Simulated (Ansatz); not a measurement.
# How fast states decay through Lu2Te2Se, part 3 of 3

Wanted: the relaxed cell of Lu2Te2Se, its band edges and its decay constants. It is built by putting Te for O in the Lu2SeO2 structure of space group P-3m1, with the volume rescaled by atomic radii. The parent structure comes from the Materials Project.

Ansatz 0.2.0; r2SCAN DFT, plane waves, PAW files (the session's first sound run).

So far, gap on the k-mesh (eV): step 3 (the bulk crystal and its band edges) 1.14; step 4 (complex bands, plane (101), k-mesh 8×8×8) 1.14.

The structure was built from a prototype and need not be the compound's stable phase.

## Step 6: Band edges at another level, cutoff 1290 eV

This step: r2SCAN DFT, plane waves, JTH PAW files (Ansatz 0.2.0).

The edges again with JTH files, at the same atoms. Against that run the cutoff is 1290 eV against 500.

File input.yaml:

```yaml
crystal:
  lattice:
    - [4.1810633009, 0.0, 0.0]
    - [-2.0905316504, 3.6209070334, 0.0]
    - [0.0, 0.0, 10.5893437014]
  atoms:
    - { symbol: Lu, position: [0.3333333333, 0.6666666667, 0.1687382279] }
    - { symbol: Lu, position: [0.6666666667, 0.3333333333, 0.8312617721] }
    - { symbol: Se, position: [0.0, 0.0, 0.0] }
    - { symbol: Te, position: [0.3333333333, 0.6666666667, 0.6786162716] }
    - { symbol: Te, position: [0.6666666667, 0.3333333333, 0.3213837284] }
kpoints:
  mp_grid: { grid: [6, 6, 4] }
  band_path: { path: [VBM, CBM], npoints: 30 }
scf:
  occupations: { method: fixed }
hamiltonian:
  xc: r2scan
  pseudopotentials: { kind: paw, source: jth }
output:
  eigenvalues: true
```

On the command line:

```
$ ansatz run input.yaml --threads 2 --pin off --max-ram 4096MiB --backend cpu --events-out ev --progress --plain --runs-dir out
```

Numbers of over 12 decimals in the logs are rounded to 6 here.

Log:

```text
Warning: <dir> the checks of this Lu dataset prove no rule for summing its radial tables, as where they were carried onto another mesh than they were made on, and Gregory's rule is taken, under which a leading mesh point left out moves its sums only by what lay on the interval it spanned. That does not make them correct, and they differ from Quantum ESPRESSO's on this file; a re-export a fraction of a mesh step off can move them. hamiltonian.pseudopotentials.radial_quadrature: simpson_from_first_knot sums it by `pw.x`'s rule; on a PAW file no value gives `pw.x`'s numbers. What more to know: hamiltonian.pseudopotentials.radial_quadrature, in the input reference
Warning: <dir> the checks of this Se dataset prove no rule for summing its radial tables, as where they were carried onto another mesh than they were made on, and Gregory's rule is taken, under which a leading mesh point left out moves its sums only by what lay on the interval it spanned. That does not make them correct, and they differ from Quantum ESPRESSO's on this file; a re-export a fraction of a mesh step off can move them. hamiltonian.pseudopotentials.radial_quadrature: simpson_from_first_knot sums it by `pw.x`'s rule; on a PAW file no value gives `pw.x`'s numbers. What more to know: hamiltonian.pseudopotentials.radial_quadrature, in the input reference
Warning: <dir> the checks of this Te dataset prove no rule for summing its radial tables, as where they were carried onto another mesh than they were made on, and Gregory's rule is taken, under which a leading mesh point left out moves its sums only by what lay on the interval it spanned. That does not make them correct, and they differ from Quantum ESPRESSO's on this file; a re-export a fraction of a mesh step off can move them. hamiltonian.pseudopotentials.radial_quadrature: simpson_from_first_knot sums it by `pw.x`'s rule; on a PAW file no value gives `pw.x`'s numbers. What more to know: hamiltonian.pseudopotentials.radial_quadrature, in the input reference
[...]
Crystal: 5 atoms, lattice volume = 160.315 Å³
Basis set: ecut = 1290 eV, 16851 PW (Γ), exchange–correlation on 240×240×640 points (64 copies of the dense FFT grid, shifted against one another)
Bands: 41, of which v1, the nominal top of the filled ones, is band 34 counted from 1 (33 counted from 0)
Symmetry: 12 space group operations
[...]
k-points: 24 of 144
[...]
SCF iter   1: F=—  HF=-41906.203918 eV  |F-HF|=—  |Δ(HF+E_count)|=         —  Δρ=2.89e-2  dr2=2.63e0  dr2_τ=2.55e-2  ethr=3.10e-3  ⟨swp⟩=6.2  Hψ=4371  notcnv=0  defer=96
[...]
SCF iter  10: F=-41905.966900 eV  HF=-41905.966900 eV  |F-HF|=4.31e-8  |Δ(HF+E_count)|=   6.23e-7  Δρ=8.90e-6  dr2=8.32e-8  dr2_τ=2.82e-8  ethr=1.47e-10  ⟨swp⟩=16.0  Hψ=6991  notcnv=0
SCF 1 converged in 10 iterations: F = -41905.966900 eV  dr2 = 8.32e-8
[...]
SCF converged after 10 iterations
Free energy (F): -41905.966900 eV
[...]
Internal energy: -41905.966900 eV  (E = F + TS)
E sigma→0 (E₀):  -41905.966900 eV
Fermi energy:    8.346170 eV
[...]
--- Band table (eV; the first three rows and the last of 24) ---
  k-point 0: bands = [... 30 lower, 7.6318, 8.0380, 8.3462, 8.3462, 10.2147, 10.6756, 10.6756, 11.6971, ... 3 higher]
  k-point 1: bands = [... 30 lower, 7.6539, 7.6702, 8.3169, 8.3169, 10.2108, 10.6808, 10.6808, 11.6869, ... 3 higher]
  k-point 2: bands = [... 30 lower, 7.6779, 7.6779, 8.2857, 8.2857, 10.2065, 10.6857, 10.6857, 11.6780, ... 3 higher]
  k-point 23: bands = [... 30 lower, 6.1748, 6.1748, 7.1213, 7.1213, 11.3836, 11.3836, 11.4950, 12.3265, ... 3 higher]
```

Elapsed: 2.6 min, on 2 threads of Arm Neoverse V2, shared host; peak memory 3 GiB; 5.2 min of CPU time.

This step gave:

```
free energy        : -41905.9669 eV
Fermi energy       : 8.346 eV
gap on the k-mesh  : 1.101 eV
gap on path        : 1.101 eV, by band count; negative where bands overlap
direct gap on path : 1.869 eV
```

Electronic bands along the path, in eV, zero at the Fermi level (highest filled level under fixed occupations); v1 is the highest filled band, c1 the lowest empty one:

| point | v4 | v3 | v2 | v1 | c1 | c2 | c3 | c4 |
| --- | --- | --- | --- | --- | --- | --- | --- | --- |
| VBM | -0.71 | -0.31 | 0.00 | 0.00 | 1.87 | 2.33 | 2.33 | 3.35 |
| halfway | -1.78 | -0.85 | -0.78 | -0.57 | 1.65 | 2.83 | 3.18 | 3.45 |
| CBM | -1.34 | -1.19 | -0.93 | -0.90 | 1.10 | 2.75 | 3.38 | 3.96 |

The searched edges give 1.10 eV, as on the mesh.

For the gap on the k-mesh, step 3 gave 1.14 eV; this run, with r2SCAN JTH and cutoff 1290 eV, gives 1.10 eV.

## Step 7: Complex bands at another level

This step: r2SCAN DFT, plane waves, JTH PAW files; complex bands by layer matching along the plane's normal (Ansatz 0.2.0).

The complex bands at that level, over its own gap, at (0, 0) and (-0.5, 0).

File input.yaml:

```yaml
crystal:
  lattice:
    - [11.384879901, 0.0, 0.0]
    - [0.767741534, 4.1099712, 0.0]
    - [1.535483069, 1.839864726, 3.426146503]
  atoms:
    - { symbol: Lu, position: [0.8312617721, 0.3333333333, 0.5020715612] }
    - { symbol: Lu, position: [0.1687382279, 0.6666666667, 0.4979284388] }
    - { symbol: Se, position: [0.0, 0.0, 0.0] }
    - { symbol: Te, position: [0.3213837284, 0.3333333333, 0.0119496049] }
    - { symbol: Te, position: [0.6786162716, 0.6666666667, 0.9880503951] }
kpoints:
  mp_grid: { grid: [8, 8, 8] }
scf:
  occupations: { method: fixed }
hamiltonian:
  xc: r2scan
  pseudopotentials: { kind: paw, source: jth }
output:
  eigenvalues: true
  transmission:
    leads: [[0, 0]]
    kpoints: [[0.0, 0.0], [-0.5, 0.0]]
    e_range: [-1.0, 2.1]
    de: 0.06
```

Log:

```text
Warning: <dir> the checks of this Lu dataset prove no rule for summing its radial tables, as where they were carried onto another mesh than they were made on, and Gregory's rule is taken, under which a leading mesh point left out moves its sums only by what lay on the interval it spanned. That does not make them correct, and they differ from Quantum ESPRESSO's on this file; a re-export a fraction of a mesh step off can move them. hamiltonian.pseudopotentials.radial_quadrature: simpson_from_first_knot sums it by `pw.x`'s rule; on a PAW file no value gives `pw.x`'s numbers. What more to know: hamiltonian.pseudopotentials.radial_quadrature, in the input reference
Warning: <dir> the checks of this Se dataset prove no rule for summing its radial tables, as where they were carried onto another mesh than they were made on, and Gregory's rule is taken, under which a leading mesh point left out moves its sums only by what lay on the interval it spanned. That does not make them correct, and they differ from Quantum ESPRESSO's on this file; a re-export a fraction of a mesh step off can move them. hamiltonian.pseudopotentials.radial_quadrature: simpson_from_first_knot sums it by `pw.x`'s rule; on a PAW file no value gives `pw.x`'s numbers. What more to know: hamiltonian.pseudopotentials.radial_quadrature, in the input reference
Warning: <dir> the checks of this Te dataset prove no rule for summing its radial tables, as where they were carried onto another mesh than they were made on, and Gregory's rule is taken, under which a leading mesh point left out moves its sums only by what lay on the interval it spanned. That does not make them correct, and they differ from Quantum ESPRESSO's on this file; a re-export a fraction of a mesh step off can move them. hamiltonian.pseudopotentials.radial_quadrature: simpson_from_first_knot sums it by `pw.x`'s rule; on a PAW file no value gives `pw.x`'s numbers. What more to know: hamiltonian.pseudopotentials.radial_quadrature, in the input reference
Engine: ansatz 0.2.0, aarch64-unknown-linux-gnu
Pseudopotentials: kind: paw
Pseudopotential: Lu, paw, valence charge 25, recommended cutoff 1290 eV (normal), Lu.paw.azcp
Pseudopotential: Se, paw, valence charge 6, recommended cutoff 270 eV (normal), Se.paw.azcp
Pseudopotential: Te, paw, valence charge 6, recommended cutoff 540 eV (normal), Te.paw.azcp
Functional definition: r2SCAN
  parameter k0 = 0.174
  parameter k1 = 0.065
  parameter a1 = 4.9479
  exchange = r2scan_x(k0 = k0, k1 = k1, a1 = a1)
  correlation = r2scan_c
Error: memory limit exceeded: the `transmission` phase of `transmission` needs 10.54 GiB against the run's memory maximum of 4.00 GiB; largest carriers: transmission 8.42 GiB, source scf tables 1.81 GiB, unmodelled-tail allowance 0.30 GiB, source scf state 0.01 GiB; this run sums exchange and correlation above basis.xc_grid: 1 (its plan line states the level, which a resume's fixed deck keeps): xc box scratch, where  [...]
with nothing else changed it takes a maximum of at least 10.55 GiB, with nothing to spare, and 11.60 GiB leaves up to a tenth: --max-ram 11.60GiB where that set the maximum, else more of the term that did, and with no share typed, where 11.60 GiB is over 0.88 of the host's memory or its container's limit, a share of 0.88 or more that holds the maximum too (--max-ram-frac F), where one does; The budget is ten eleventh [...]
`transmission` follows the SCF: where the deck gives it k-points, a mesh or a band count of its own, those are what to reduce (not on a resume, whose deck is fixed)
```

Elapsed: 0.67 s, on 2 threads; peak memory 0.31 GiB.

The input was rejected at the start.

The program's message: “Error: memory limit exceeded: the `transmission` phase of `transmission` needs 10.54 GiB against the run's memory maximum of 4.00 GiB; largest carriers: transmission 8.42 GiB, source scf tables 1.81 G …”

## Step 8: Results

| Quantity | Value |
| --- | --- |
| band gap | 1.14 eV |
| least decay constant at mid-gap, normal to (101) | 0.135 Å⁻¹ |
| least decay constant on a mesh, normal to (101) | 0.136 Å⁻¹ |

What this shows: With r2SCAN, the slowest decay at the wavevectors tried is κ = 0.135 Å⁻¹, normal to (101). Through such a film the transmission near mid-gap falls as exp(−2κd), a factor of ten every 8.5 Å. A free electron under a barrier of half the gap would need a mass of 0.12 mₑ to decay at this rate. The compound is made up by substitution; its stability against other phases and against distortions of the cell's symmetry was not tested. r2SCAN still narrows gaps, if less than LDA and GGA do, while spin-orbit coupling, left out here, narrows them in compounds of heavy elements, so the error in κ can go either way.

[Logs are printed without paths, hosts, clocks, repeated set-up lines and the standing remarks that a program may print on its own settings, such as how far it seeks lower states.]

[Hosts, paths, dates, database ids (printed as entryN), source tags and the programs' standing remarks are cut or masked in the printed files.]
